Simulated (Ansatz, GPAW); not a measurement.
# C/Sr(110): converging a work function, part 3 of 3

Wanted: a convergence study on the slab C/Sr(110).

GPAW 26.7.0 and Ansatz 0.2.0; Ansatz plane waves; slab in vacuum with a dipole correction, relaxation (the session's first sound run).

So far, upper work function (eV): step 2 (relaxing the atoms, PBE) 3.23; step 3 (plane waves, PBE) 3.23; step 6 (cutoff 700: ecut = 700, PBE, GPAW) 3.23; step 9 (K mesh 8×10: kpts = [8, 10], PBE, GPAW) 3.22.

## (10) Scheme Fermi-Dirac, smearing 0.01

Level of this step: GPAW, PAW setups; slab in vacuum (GPAW).

Smearing changes the occupations near the Fermi level, and with them the level itself. Smearing helps the SCF of a metal converge, but it blurs occupations at band edges near the Fermi level.

Input file run.py:

```python
import json
import numpy as np
from ase import Atoms
from gpaw import GPAW, PW

slab = Atoms(
    ['Sr', 'Sr', 'Sr', 'Sr', 'Sr', 'C'],
    positions=[
        [0.00000, 0.00000, 8.00000],
        [3.04000, 2.14960, 10.14960],
        [0.00000, -0.00000, 12.16560],
        [3.04000, 2.14960, 14.39642],
        [-0.00000, 0.00000, 16.73068],
        [3.04000, 2.14960, 16.80244]],
    cell=[[6.08, 0.0, 0.0], [0.0, 4.29921, 0.0], [0.0, 0.0, 25.09842]],
    pbc=[True, True, False])

slab.calc = GPAW(mode=PW(500), xc='PBE', kpts={'size': (5, 7, 1), 'gamma': True},
                 occupations={'name': 'fermi-dirac', 'width': 0.01}, nbands='160%',
                 convergence={'density': 1e-05}, maxiter=200,
                 poissonsolver={'dipolelayer': 'xy'},
                 symmetry={'tolerance': 1e-3}, txt='slab.txt')
result = {}
energy = slab.get_potential_energy()
fermi = slab.calc.get_fermi_level()
v = slab.calc.get_electrostatic_potential().mean((0, 1)) - fermi
n = slab.calc.get_pseudo_density().mean((0, 1))
L = slab.cell[2, 2]
z = np.arange(len(v)) * L / len(v)
low, high = slab.positions[:, 2].min(), slab.positions[:, 2].max()
below, above = np.interp([low - 5.8, high + 5.8], z, v)
slopes = [np.interp(x, z, np.gradient(v, z)) for x in (low - 5.8, high + 5.8)]
eps = np.array([[slab.calc.get_eigenvalues(k, s) for k in range(len(slab.calc.get_ibz_k_points()))]
                for s in range(slab.calc.get_number_of_spins())]) - fermi
top, bottom = eps[eps < 0].max(), eps[eps > 0].min()
dipole = slab.get_dipole_moment()[2]
print(f'energy {energy:.4f} eV, Fermi level {fermi:.4f} eV, dipole {dipole:.5f} e A')
print(f'potential 5.8 A off the faces, from the Fermi level: lower {below:.4f} eV, upper {above:.4f} eV')
print(f'slope of the potential there: lower {slopes[0]:.5f}, upper {slopes[1]:.5f} eV/A')
print(f'nearest levels on the mesh: {top:.4f} and {bottom:.4f} eV')
print('magnetic moment', round(slab.get_magnetic_moment(), 3))
result.update(energy=energy, fermi=fermi, dipole=dipole, below=below, above=above, slopes=slopes, edges=[top, bottom],
              z=z.tolist(), v=v.tolist(), n=n.tolist(), positions=slab.positions.tolist(),
              forces=slab.get_forces(apply_constraint=False).tolist(), moments=slab.get_magnetic_moments().tolist())
json.dump(result, open('result.json', 'w'))
```

On the command line:

```
OMP_NUM_THREADS=1 OPENBLAS_NUM_THREADS=1 python run.py
```

Log:

```text
energy -11.8552 eV, Fermi level -0.0796 eV, dipole -0.10720 e A
potential 5.8 A off the faces, from the Fermi level: lower 2.5044 eV, upper 3.2470 eV
slope of the potential there: lower -0.00092, upper 0.00030 eV/A
nearest levels on the mesh: -0.0184 and 0.0031 eV
magnetic moment 0.0
```

The job ended after 2.6 min (1 thread of Intel Xeon 6975P-C (Granite Rapids), shared host; peak memory 0.52 GiB).

This step gave:

```yaml
dipole_along_the_normal: -0.1072 e·Å
levels_nearest_the_fermi_level_on_the_mesh: -0.01842, 0.003073 eV from the Fermi level
upper_work_function: 3.247 eV
lower_work_function: 2.504 eV
```

The upper face's work function is 3.247 eV, against 3.225 eV in the first plane-wave PBE run at this geometry.

## (11) Cost and result by level

Times are for 1 thread of Intel Xeon 6975P-C (Granite Rapids), shared host. The series side by side:

```
no.                                run  upper work function (eV)  lower work function (eV)     time  memory (GiB)
  1                                 pw                     3.225                     2.596  2.2 min          0.51
  2                         cutoff 700                     3.225                     2.596    4 min          0.77
  3                        k mesh 8×10                     3.224                     2.595  5.1 min           0.8
  4  scheme Fermi-Dirac, smearing 0.01                     3.247                     2.504  2.6 min          0.52
```

## (12) Without the dipole layer

The dipole layer is taken out and the cell repeats along the normal.

Edit run.py of step 10 so:

```diff
@@ -15,8 +15,7 @@
     cell=[[6.08, 0.0, 0.0], [0.0, 4.29921, 0.0], [0.0, 0.0, 25.09842]],
-    pbc=[True, True, False])
+    pbc=[True, True, True])
 
 slab.calc = GPAW(mode=PW(500), xc='PBE', kpts={'size': (5, 7, 1), 'gamma': True},
-                 occupations={'name': 'fermi-dirac', 'width': 0.01}, nbands='160%',
+                 occupations={'name': 'fermi-dirac', 'width': 0.1}, nbands='160%',
                  convergence={'density': 1e-05}, maxiter=200,
-                 poissonsolver={'dipolelayer': 'xy'},
                  symmetry={'tolerance': 1e-3}, txt='slab.txt')
```

Log:

```text
energy -11.8645 eV, Fermi level -0.1053 eV, dipole -0.19038 e A
potential 5.8 A off the faces, from the Fermi level: lower 2.7710 eV, upper 3.0179 eV
slope of the potential there: lower -0.05330, upper -0.05221 eV/A
nearest levels on the mesh: -0.0243 and 0.0127 eV
magnetic moment 0.0
```

It took 2 min on 1 thread; peak memory 0.51 GiB.

The run finished. A setting was moved off its sound value on purpose, so it serves as a test and not as the result.

The fault put into the input: no dipole layer on a slab with a dipole, so the vacuum potential tilts and no work function is defined (dipole = false and pbc_z = true).

The two runs compared:

```
                     quantity  this run  sound run  difference
dipole along the normal (e·Å)  -0.19038  -0.090776     -0.0996
```

The two runs differ clearly in the dipole along the normal: -0.190 e·Å against -0.0908 e·Å.

## (13) Side by side

Results and costs are gathered.

This step: comparison of work functions, dipole and cost (GPAW 26.7.0).

Ladder, by row:

```
   step  code  work function, upper (eV)  work function, lower (eV)  dipole (e Å)  wall time (s)  peak memory (GiB)  threads
     pw  GPAW                      3.225                      2.596      -0.09078          134.5               0.51        1
ecut200  GPAW                      3.228                      2.595      -0.08967          30.35               0.21        1
ecut300  GPAW                      3.224                      2.596      -0.09056          64.78                0.3        1
ecut700  GPAW                      3.225                      2.596      -0.09072          237.4               0.77        1
     k2  GPAW                      3.205                      2.403       -0.1158          58.03               0.39        1
     k3  GPAW                      3.227                       2.61      -0.08904          68.16               0.42        1
     k8  GPAW                      3.224                      2.595      -0.09085          308.6                0.8        1
  smear  GPAW                      3.247                      2.504       -0.1072            156               0.52        1
  nodip  GPAW                          -                          -       -0.1904          119.8               0.51        1
```

## (14) Results

| Item | Value |
| --- | --- |
| work function, upper and lower face | 3.225 and 2.596 eV |
| dipole along the normal | -0.0908 e Å |

With plane waves and PBE the work function is 3.23 eV on the upper face and 2.60 eV on the lower. The two faces differ by 0.63 eV, the step that the slab's dipole makes (e p/(ε0 A) gives 0.63 eV), so the dipole layer is needed. The other smearing (Fermi-Dirac of 0.01 eV in place of Fermi-Dirac of 0.1) moves the two faces by 0.022 and -0.092 eV on the same mesh; a mesh is converged only for its smearing. Over the sound runs of the table the upper face's work function spans 3.224 (k8) to 3.247 eV (smear). The cell of 26.1 Å² holds one C, started on one chosen site; other sites and coverages weren't tried. The in-plane lattice was kept as typed, which isn't the functional's own and leaves some strain; spin-orbit coupling and temperature are left out.

[Logs are printed without paths, hosts, clocks, repeated set-up lines and the standing remarks that a program may print on its own settings, such as how far it seeks lower states.]

[Hosts, paths, dates, database ids (printed as entryN), source tags and the programs' standing remarks are cut or masked in the printed files.]
